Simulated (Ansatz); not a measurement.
# Ba (Im-3m, 1 atom in the cell): converging a phonon calculation, part 2 of 3

Wanted: convergence of the phonons of Ba (Im-3m, 1 atom in the cell) against cost.

Ansatz 0.2.0; DFT PBE, scalar-relativistic, plane waves, PAW.

So far, highest frequency on the path or at a solved wavevector (cm⁻¹): step 3 (response at finite wavevector) 74.9; step 4 (q mesh 2×2×2) 74.9. The relaxed cell has a = 5.018 Å (conventional setting).

The database entry behind the starting cell differs from later determinations by our own check (0.1 to 0.3 % short, probably kX units), so it need not match the best structure at ambient conditions.

### Step 7. Side by side

Times are for 4 threads of Arm Neoverse V2, shared host. The series side by side:

| no. | q mesh | k-mesh | lowest frequency on the path (cm⁻¹) | time | memory (GiB) |
| --- | --- | --- | --- | --- | --- |
| 1 | 2×2×2 | 12×12×12 | 0 | 14 s | 0.96 |
| 2 | 3×3×3 | 12×12×12 | -0.6870 | 39 s | 1.5 |
| 3 | 6×6×6 | 12×12×12 | 0 | 4.2 min | 2.6 |

The runs together. Phonon density of states against wavenumber; read off at these points; values in 1/cm⁻¹/cell:

| wavenumber (cm⁻¹) | 2×2×2, 12×12×12 | 3×3×3, 12×12×12 | 6×6×6, 12×12×12 |
| --- | --- | --- | --- |
| 2.50 | 1.6e-4 | 5.6e-4 | 1.4e-4 |
| 5.00 | 4.5e-4 | 0.00120 | 4.6e-4 |
| 7.50 | 9.9e-4 | 0.00226 | 0.001 |
| 10.00 | 0.00228 | 0.00447 | 0.00233 |
| 12.50 | 0.004 | 0.0065 | 0.00436 |
| 15.00 | 0.0065 | 0.00857 | 0.00650 |
| 17.50 | 0.00927 | 0.0105 | 0.00932 |
| 20.00 | 0.0129 | 0.0131 | 0.0130 |
| 22.50 | 0.0189 | 0.0165 | 0.0195 |
| 25.00 | 0.0305 | 0.0211 | 0.0351 |
| 27.50 | 0.0356 | 0.0269 | 0.0418 |
| 30.00 | 0.0402 | 0.0384 | 0.0462 |
| 32.50 | 0.0442 | 0.0435 | 0.0505 |
| 35.00 | 0.0495 | 0.0480 | 0.0531 |
| 37.50 | 0.0559 | 0.0535 | 0.0549 |
| 40.00 | 0.0458 | 0.0590 | 0.0541 |
| 42.50 | 0.0419 | 0.0497 | 0.0448 |
| 45.00 | 0.0421 | 0.0488 | 0.0424 |
| 47.50 | 0.0449 | 0.0556 | 0.0435 |
| 50.00 | 0.0525 | 0.0698 | 0.0502 |
| 52.50 | 0.0757 | 0.0662 | 0.0715 |
| 53.50 | 0.0735 | 0.0657 | 0.0717 |
| 55.00 | 0.0660 | 0.0625 | 0.0696 |
| 57.50 | 0.0543 | 0.0586 | 0.0550 |
| 60.00 | 0.0512 | 0.0565 | 0.0501 |
| 62.50 | 0.0502 | 0.0565 | 0.0481 |
| 65.00 | 0.0575 | 0.0683 | 0.0559 |
| 67.50 | 0.0835 | 0.137 | 0.0791 |
| 68.50 | 0.0914 | 0.171 | 0.112 |
| 70.00 | 0.0950 | 0.0740 | 0.0962 |
| 72.50 | 0.101 | 0.0331 | 0.0789 |
| 73.50 | 0.106 | 0.0201 | 0.0814 |
| 75.00 | 0.0270 | - | 0.0112 |

### Step 8. Another k mesh, k-mesh 4×4×4, q mesh 2×2×2

The k mesh is changed to 4×4×4 on a small fixed q mesh, to find the coarsest that serves.

Input file input.yaml:

```yaml
crystal:
  lattice:
    - [-2.5091362258, 2.5091362258, 2.5091362258]
    - [2.5091362258, -2.5091362258, 2.5091362258]
    - [2.5091362258, 2.5091362258, -2.5091362258]
  atoms:
    - { symbol: Ba, position: [0.0, 0.0, 0.0] }
kpoints:
  mp_grid: { grid: [4, 4, 4] }
hamiltonian:
  xc: pbe
scf:
  occupations: { method: methfessel_paxton, width: 0.2 }
output:
  eigenvalues: true
phonons:
  method: dfpt
  qmesh: [2, 2, 2]
  temperatures: { t_max: 1000, t_step: 50 }
  qpath:
    path:
      - [[0.0, 0.0, 0.0], [0.5, -0.5, 0.5], [0.0, 0.0, 0.5], [0.0, 0.0, 0.0], [0.25, 0.25, 0.25], [0.5, -0.5, 0.5]]
      - [[0.25, 0.25, 0.25], [0.0, 0.0, 0.5]]
    npoints: 10
```

Command:

```
> ansatz run input.yaml --threads 4 --pin off --max-ram 7168MiB --backend cpu --events-out ev --progress --plain --runs-dir out
```

Numbers of over 12 decimals in the logs are rounded to 6 here.

Output:

```text
[...]
Crystal: 1 atoms, lattice volume = 63.188 Å³
Basis set: ecut = 420 eV, 1253 PW (Γ), exchange–correlation on 60×60×60 points (8 copies of the dense FFT grid, shifted against one another)
Bands: 9, of which v1, the nominal top of the filled ones, is band 5 counted from 1 (4 counted from 0)
Symmetry: 48 space group operations
k-points: 8 of 64
[...]
SCF iter   1: F=—  HF=-5949.536510 eV  |F-HF|=—  |Δ(HF+E_count)|=         —  Δρ=1.43e-3  dr2=1.62e-3  ethr=1.77e-3  ⟨swp⟩=6.6  Hψ=621  notcnv=0
[...]
SCF iter   7: F=-5949.536881 eV  HF=-5949.536881 eV  |F-HF|=0.00e0  |Δ(HF+E_count)|=  1.18e-11  S|Δr|=    0.00e0  Δρ=3.03e-8  dr2=4.82e-13  ethr=1.00e-12  ⟨swp⟩=6.2  Hψ=352  notcnv=0
SCF 1 converged in 7 iterations: F = -5949.536881 eV  dr2 = 4.82e-13
[...]
SCF converged after 7 iterations
[...]
Free energy (F): -5949.536881 eV
[...]
Internal energy: -5949.543055 eV  (E = F + TS)
E sigma→0 (E₀):  -5949.538425 eV
Entropy (-TS):   0.006174 eV (6.174 meV/atom)
Fermi energy:    5.849248 eV
[...]
--- Band table (eV; the first three rows and the last of 8) ---
[...]
ASR residual: 3.957e-5 → 0.000e0 eV/Å²; symmetrization residual: 3.277e-14 eV/Å²
  ASR residual per site (eV/Å²): 3.96e-5
  Γ frequencies (cm⁻¹): 0.00 0.00 0.00
--- Phonons (arbitrary-q DFPT): 3 irreducible q on the 2×2×2 mesh ---
[...]
interpolated dispersion: 62 rows × 3 modes
[...]
```

Elapsed: 1.8 s, on 4 threads of Arm Neoverse V2, shared host; peak memory 0.42 GiB; 5.6 s of CPU time.

The run finished; it serves as a test, and its numbers are not taken as the result.

### Step 9. Another k mesh, k-mesh 6×6×6, q mesh 2×2×2

The k mesh is changed to 6×6×6 on a small fixed q mesh, to find the coarsest that serves.

input.yaml: that of step 8 with these lines changed.

```diff
@@ -8,3 +8,3 @@
 kpoints:
-  mp_grid: { grid: [4, 4, 4] }
+  mp_grid: { grid: [6, 6, 6] }
 hamiltonian:
```

Output:

```text
[...]
Crystal: 1 atoms, lattice volume = 63.188 Å³
Basis set: ecut = 420 eV, 1253 PW (Γ), exchange–correlation on 60×60×60 points (8 copies of the dense FFT grid, shifted against one another)
Bands: 9, of which v1, the nominal top of the filled ones, is band 5 counted from 1 (4 counted from 0)
Symmetry: 48 space group operations
k-points: 16 of 216
[...]
SCF iter   1: F=—  HF=-5949.532576 eV  |F-HF|=—  |Δ(HF+E_count)|=         —  Δρ=1.08e-3  dr2=1.20e-3  ethr=1.77e-3  ⟨swp⟩=6.8  Hψ=1298  notcnv=0
[...]
SCF iter   8: F=-5949.532552 eV  HF=-5949.532552 eV  |F-HF|=9.09e-13  |Δ(HF+E_count)|=  1.45e-10  S|Δr|=    0.00e0  Δρ=1.01e-7  dr2=3.73e-12  ethr=1.00e-12  ⟨swp⟩=6.0  Hψ=634  notcnv=0
SCF 1 converged in 8 iterations: F = -5949.532552 eV  dr2 = 3.73e-12
[...]
SCF converged after 8 iterations
[...]
Free energy (F): -5949.532552 eV
[...]
Internal energy: -5949.527966 eV  (E = F + TS)
E sigma→0 (E₀):  -5949.531405 eV
Entropy (-TS):   -0.004585 eV (-4.585 meV/atom)
Fermi energy:    5.834266 eV
[...]
--- Band table (eV; the first three rows and the last of 16) ---
[...]
ASR residual: 4.703e-5 → 0.000e0 eV/Å²; symmetrization residual: 3.530e-14 eV/Å²
  ASR residual per site (eV/Å²): 4.70e-5
  Γ frequencies (cm⁻¹): 0.00 0.00 0.00
--- Phonons (arbitrary-q DFPT): 3 irreducible q on the 2×2×2 mesh ---
[...]
interpolated dispersion: 62 rows × 3 modes
[...]
```

Run time: 3 s. Hardware: 4 threads; peak memory 0.47 GiB.

The run finished; it serves as a test, and its numbers are not taken as the result.

### Step 10. Another k mesh, k-mesh 8×8×8, q mesh 2×2×2

The k mesh is changed to 8×8×8 on a small fixed q mesh, to find the coarsest that serves.

input.yaml: that of step 9 with these lines changed.

```diff
@@ -8,3 +8,3 @@
 kpoints:
-  mp_grid: { grid: [6, 6, 6] }
+  mp_grid: { grid: [8, 8, 8] }
 hamiltonian:
```

Output:

```text
[...]
Crystal: 1 atoms, lattice volume = 63.188 Å³
Basis set: ecut = 420 eV, 1253 PW (Γ), exchange–correlation on 60×60×60 points (8 copies of the dense FFT grid, shifted against one another)
Bands: 9, of which v1, the nominal top of the filled ones, is band 5 counted from 1 (4 counted from 0)
Symmetry: 48 space group operations
k-points: 29 of 512
[...]
E sigma→0 (E₀):  -5949.544430 eV
Entropy (-TS):   0.004631 eV (4.631 meV/atom)
Fermi energy:    5.790630 eV
[...]
--- Band table (eV; the first three rows and the last of 29) ---
[...]
ASR residual: 6.132e-5 → 0.000e0 eV/Å²; symmetrization residual: 9.000e-14 eV/Å²
  ASR residual per site (eV/Å²): 6.13e-5
  Γ frequencies (cm⁻¹): 0.00 0.00 0.00
--- Phonons (arbitrary-q DFPT): 3 irreducible q on the 2×2×2 mesh ---
[...]
interpolated dispersion: 62 rows × 3 modes
[...]
[key lines of the parts left out:]
SCF converged after 6 iterations
Free energy (F): -5949.543273 eV
```

It took 5.1 s on 4 threads; peak memory 0.55 GiB.

Frequencies (cm⁻¹) solved at each irreducible wavevector; negative means imaginary. Frequencies by wavevector, by row:

| q in reciprocal lattice units | star | mode 1 | mode 2 | mode 3 |
| --- | --- | --- | --- | --- |
| 0 0 0 | 1 | 0 | 0 | 0 |
| 0 0 -0.5 | 6 | 25.9 | 53 | 75.2 |
| -0.5 -0.5 -0.5 | 1 | 75 | 75 | 75 |

Against step 4 (now k-mesh 8×8×8), the highest frequency on the path or at a solved wavevector goes from 74.9 to 75.2 cm⁻¹, the lowest mode on the q mesh (acoustic modes at Γ apart) goes from 24.4 cm⁻¹ to 25.9 cm⁻¹ and the Debye temperature (second moment) goes from 100 K to 102 K. The highest frequency on the path or at a solved wavevector moves by under 1 % between these two settings.

### Step 11. Another k mesh, q mesh 2×2×2

The k mesh is changed to 12×12×12 on a small fixed q mesh, to find the coarsest that serves.

input.yaml: that of step 10 with these lines changed.

```diff
@@ -8,3 +8,3 @@
 kpoints:
-  mp_grid: { grid: [8, 8, 8] }
+  mp_grid: { grid: [12, 12, 12] }
 hamiltonian:
```

Output:

```text
[...]
Crystal: 1 atoms, lattice volume = 63.188 Å³
Basis set: ecut = 420 eV, 1253 PW (Γ), exchange–correlation on 60×60×60 points (8 copies of the dense FFT grid, shifted against one another)
Bands: 9, of which v1, the nominal top of the filled ones, is band 5 counted from 1 (4 counted from 0)
Symmetry: 48 space group operations
k-points: 72 of 1728
[...]
E sigma→0 (E₀):  -5949.539966 eV
Entropy (-TS):   0.001204 eV (1.204 meV/atom)
Fermi energy:    5.799955 eV
[...]
--- Band table (eV; the first three rows and the last of 72) ---
[...]
ASR residual: 3.728e-5 → 0.000e0 eV/Å²; symmetrization residual: 7.579e-14 eV/Å²
  ASR residual per site (eV/Å²): 3.73e-5
  Γ frequencies (cm⁻¹): 0.00 0.00 0.00
--- Phonons (arbitrary-q DFPT): 3 irreducible q on the 2×2×2 mesh ---
[...]
interpolated dispersion: 62 rows × 3 modes
[...]
[key lines of the parts left out:]
SCF converged after 8 iterations
Free energy (F): -5949.539665 eV
```

Elapsed: 13 s, on 4 threads; peak memory 0.96 GiB.

### Step 12. Another k mesh, k-mesh 18×18×18, q mesh 2×2×2

The k mesh is changed to 18×18×18 on a small fixed q mesh, to find the coarsest that serves.

input.yaml: that of step 11 with these lines changed.

```diff
@@ -8,3 +8,3 @@
 kpoints:
-  mp_grid: { grid: [12, 12, 12] }
+  mp_grid: { grid: [18, 18, 18] }
 hamiltonian:
```

Output:

```text
[...]
Crystal: 1 atoms, lattice volume = 63.188 Å³
Basis set: ecut = 420 eV, 1253 PW (Γ), exchange–correlation on 60×60×60 points (8 copies of the dense FFT grid, shifted against one another)
Bands: 9, of which v1, the nominal top of the filled ones, is band 5 counted from 1 (4 counted from 0)
Symmetry: 48 space group operations
k-points: 195 of 5832
[...]
E sigma→0 (E₀):  -5949.540149 eV
Entropy (-TS):   0.001621 eV (1.621 meV/atom)
Fermi energy:    5.796465 eV
[...]
--- Band table (eV; the first three rows and the last of 195) ---
[...]
ASR residual: 3.101e-5 → 0.000e0 eV/Å²; symmetrization residual: 2.842e-13 eV/Å²
  ASR residual per site (eV/Å²): 3.10e-5
  Γ frequencies (cm⁻¹): 0.00 0.00 0.00
--- Phonons (arbitrary-q DFPT): 3 irreducible q on the 2×2×2 mesh ---
[...]
interpolated dispersion: 62 rows × 3 modes
[...]
[key lines of the parts left out:]
SCF converged after 8 iterations
Free energy (F): -5949.539744 eV
```

Run time: 43 s. Hardware: 4 threads; peak memory 2.3 GiB; 2.7 min of CPU time.

Against step 4 (now k-mesh 18×18×18), the lowest mode on the q mesh (acoustic modes at Γ apart) goes from 24.4 cm⁻¹ to 24.0 cm⁻¹ and the Debye temperature (second moment) goes from 100 K to 101 K.

### Step 13. Side by side

Times are for 4 threads of Arm Neoverse V2, shared host. The runs compared:

| no. | k-mesh | lowest mode on the q mesh (acoustic modes at Γ apart) (cm⁻¹) | highest frequency on the path or at a solved wavevector (cm⁻¹) | time | memory (GiB) |
| --- | --- | --- | --- | --- | --- |
| 1 | 8×8×8 | 25.9 | 75.2 | 5.1 s | 0.55 |
| 2 | 12×12×12 | 24.36 | 74.9 | 13 s | 0.96 |
| 3 | 18×18×18 | 24.02 | 75 | 43 s | 2.3 |

The runs together. Phonon density of states against wavenumber; read off at these points; values in 1/cm⁻¹/cell:

| wavenumber (cm⁻¹) | 8×8×8 | 12×12×12 | 18×18×18 |
| --- | --- | --- | --- |
| 0.5 | 1.0e-5 | 1.0e-5 | 1.0e-5 |
| 2.5 | 1.3e-4 | 1.6e-4 | 1.6e-4 |
| 4.5 | 3.7e-4 | 3.8e-4 | 3.8e-4 |
| 6.5 | 6.6e-4 | 7.3e-4 | 7.4e-4 |
| 8.5 | 0.00117 | 0.0013 | 0.00132 |
| 10.5 | 0.00233 | 0.00261 | 0.00266 |
| 12.5 | 0.00356 | 0.004 | 0.00409 |
| 14.5 | 0.00553 | 0.00616 | 0.00628 |
| 16.5 | 0.00697 | 0.00796 | 0.00819 |
| 18.5 | 0.00931 | 0.0103 | 0.0106 |
| 20.5 | 0.012 | 0.0139 | 0.0142 |
| 22.5 | 0.0159 | 0.0189 | 0.0195 |
| 24.5 | 0.0214 | 0.0277 | 0.0295 |
| 26.5 | 0.0324 | 0.0344 | 0.0342 |
| 28.5 | 0.0361 | 0.0377 | 0.0378 |
| 30.5 | 0.0400 | 0.0409 | 0.0408 |
| 32.5 | 0.0428 | 0.0442 | 0.0442 |
| 34.5 | 0.0469 | 0.0486 | 0.0486 |
| 36.5 | 0.0509 | 0.0532 | 0.0534 |
| 38.5 | 0.0565 | 0.0541 | 0.0520 |
| 39.5 | 0.0559 | 0.0472 | 0.0463 |
| 41.5 | 0.0453 | 0.0431 | 0.0426 |
| 43.5 | 0.0427 | 0.0417 | 0.0414 |
| 45.5 | 0.0427 | 0.0424 | 0.0421 |
| 47.5 | 0.0441 | 0.0449 | 0.0447 |
| 49.5 | 0.0485 | 0.0505 | 0.0503 |
| 51.5 | 0.0567 | 0.0626 | 0.0624 |
| 53.5 | 0.0783 | 0.0735 | 0.0731 |
| 55.5 | 0.0684 | 0.0632 | 0.0626 |
| 57.5 | 0.0570 | 0.0543 | 0.0539 |
| 59.5 | 0.0529 | 0.0518 | 0.0515 |
| 61.5 | 0.0510 | 0.0498 | 0.0495 |
| 63.5 | 0.0518 | 0.0524 | 0.0521 |
| 65.5 | 0.0581 | 0.0596 | 0.0591 |
| 67.5 | 0.0765 | 0.0835 | 0.0822 |
| 69.5 | 0.0930 | 0.0925 | 0.0918 |
| 71.5 | 0.0980 | 0.0966 | 0.0962 |
| 73.5 | 0.102 | 0.106 | 0.104 |
| 75.5 | 0.00269 | 0 | 4.0e-5 |

The runs together, line C_V. Table of C_V by temperature; values in J/mol-atom/K:

| temperature (K) | 8×8×8 | 12×12×12 = 18×18×18 |
| --- | --- | --- |
| 0 | 0 | 0 |
| 50 | 20.5 | 20.6 |
| 100 | 23.7 | 23.7 |
| 150 | 24.4 | 24.4 |
| 200 | 24.6 | 24.6 |
| 250 | 24.7 | 24.7 |
| 300 | 24.8 | 24.8 |
| 350 | 24.8 | 24.8 |
| 400 | 24.9 | 24.9 |
| 450 | 24.9 | 24.9 |
| 500 | 24.9 | 24.9 |
| 550 | 24.9 | 24.9 |
| 600 | 24.9 | 24.9 |
| 650 | 24.9 | 24.9 |
| 700 | 24.9 | 24.9 |
| 750 | 24.9 | 24.9 |
| 800 | 24.9 | 24.9 |
| 850 | 24.9 | 24.9 |
| 900 | 24.9 | 24.9 |
| 950 | 24.9 | 24.9 |
| 1000 | 24.9 | 24.9 |

### Step 14. Another cutoff, cutoff 170 eV, q mesh 2×2×2

The cutoff is set to 170 eV on a small fixed q mesh.

input.yaml: that of step 12 with these lines changed.

```diff
@@ -8,3 +8,3 @@
 kpoints:
-  mp_grid: { grid: [18, 18, 18] }
+  mp_grid: { grid: [12, 12, 12] }
 hamiltonian:
@@ -24 +24,3 @@
     npoints: 10
+basis:
+  ecutwfc: 170
```

Output:

```text
Warning: basis.ecutwfc = 170 eV is below the records' recommended 420 eV, and the density's cutoff is lower with it unless basis.ecutrho_ratio is high enough to keep the records' density cutoff: compare with a run at a higher cutoff
[...]
Crystal: 1 atoms, lattice volume = 63.188 Å³
Basis set: ecut = 170 eV, 321 PW (Γ), exchange–correlation on 40×40×40 points (8 copies of the dense FFT grid, shifted against one another)
Bands: 9, of which v1, the nominal top of the filled ones, is band 5 counted from 1 (4 counted from 0)
Symmetry: 48 space group operations
k-points: 72 of 1728
[...]
SCF iter   1: F=—  HF=-5948.361011 eV  |F-HF|=—  |Δ(HF+E_count)|=         —  Δρ=1.02e-2  dr2=1.89e-2  ethr=1.77e-3  ⟨swp⟩=5.0  Hψ=4158  notcnv=0
[...]
SCF iter   8: F=-5948.365424 eV  HF=-5948.365424 eV  |F-HF|=2.73e-12  |Δ(HF+E_count)|=  1.06e-10  S|Δr|=    0.00e0  Δρ=6.76e-8  dr2=2.31e-12  ethr=1.00e-12  ⟨swp⟩=4.9  Hψ=2155  notcnv=0
the search or the solves at the SCF's close seem to have found levels that the self-consistency loop had missed (the run counts 1). By its estimate they hold under 1e-12 electrons; where the run keeps them, the occupations were computed again with them
SCF 1 converged in 8 iterations: F = -5948.365424 eV  dr2 = 2.31e-12
[...]
SCF converged after 8 iterations
[...]
Free energy (F): -5948.365424 eV
[...]
Internal energy: -5948.366868 eV  (E = F + TS)
E sigma→0 (E₀):  -5948.365785 eV
Entropy (-TS):   0.001444 eV (1.444 meV/atom)
Fermi energy:    5.830289 eV
[...]
--- Band table (eV; the first three rows and the last of 72) ---
[...]
ASR residual: 5.351e-6 → 0.000e0 eV/Å²; symmetrization residual: 1.658e-14 eV/Å²
  ASR residual per site (eV/Å²): 5.35e-6
  Γ frequencies (cm⁻¹): 0.00 0.00 0.00
--- Phonons (arbitrary-q DFPT): 3 irreducible q on the 2×2×2 mesh ---
[...]
interpolated dispersion: 62 rows × 3 modes
[...]
```

Elapsed: 4.4 s, on 4 threads; peak memory 0.49 GiB.

The run finished; it serves as a test, and its numbers are not taken as the result.

### Step 15. Another cutoff, cutoff 230 eV, q mesh 2×2×2

The cutoff is set to 230 eV on a small fixed q mesh.

input.yaml: that of step 14 with these lines changed.

```diff
@@ -25,2 +25,2 @@
 basis:
-  ecutwfc: 170
+  ecutwfc: 230
```

Output:

```text
[...]
Crystal: 1 atoms, lattice volume = 63.188 Å³
Basis set: ecut = 230 eV, 531 PW (Γ), exchange–correlation on 48×48×48 points (8 copies of the dense FFT grid, shifted against one another)
Bands: 9, of which v1, the nominal top of the filled ones, is band 5 counted from 1 (4 counted from 0)
Symmetry: 48 space group operations
k-points: 72 of 1728
[...]
SCF iter   1: F=—  HF=-5949.352679 eV  |F-HF|=—  |Δ(HF+E_count)|=         —  Δρ=3.76e-3  dr2=3.10e-3  ethr=1.77e-3  ⟨swp⟩=5.4  Hψ=4822  notcnv=0
[...]
SCF iter   8: F=-5949.354980 eV  HF=-5949.354980 eV  |F-HF|=4.55e-12  |Δ(HF+E_count)|=  7.00e-11  S|Δr|=    0.00e0  Δρ=8.20e-8  dr2=6.82e-12  ethr=1.00e-12  ⟨swp⟩=3.9  Hψ=2702  notcnv=0
SCF 1 converged in 8 iterations: F = -5949.354980 eV  dr2 = 6.82e-12
[...]
SCF converged after 8 iterations
[...]
Free energy (F): -5949.354980 eV
[...]
Internal energy: -5949.356193 eV  (E = F + TS)
E sigma→0 (E₀):  -5949.355284 eV
Entropy (-TS):   0.001213 eV (1.213 meV/atom)
Fermi energy:    5.807475 eV
[...]
--- Band table (eV; the first three rows and the last of 72) ---
[...]
ASR residual: 1.173e-5 → 0.000e0 eV/Å²; symmetrization residual: 3.179e-14 eV/Å²
  ASR residual per site (eV/Å²): 1.17e-5
  Γ frequencies (cm⁻¹): 0.00 0.00 0.00
--- Phonons (arbitrary-q DFPT): 3 irreducible q on the 2×2×2 mesh ---
[...]
interpolated dispersion: 62 rows × 3 modes
[...]
```

The job ended after 7.1 s (4 threads; peak memory 0.63 GiB).

The run finished; it serves as a test, and its numbers are not taken as the result.

(Part 2 of 3 ends here.)

[Logs are printed without paths, hosts, clocks, repeated set-up lines and the standing remarks that a program may print on its own settings, such as how far it seeks lower states.]

[Hosts, paths, dates, database ids (printed as entryN), source tags and the programs' standing remarks are cut or masked in the printed files.]
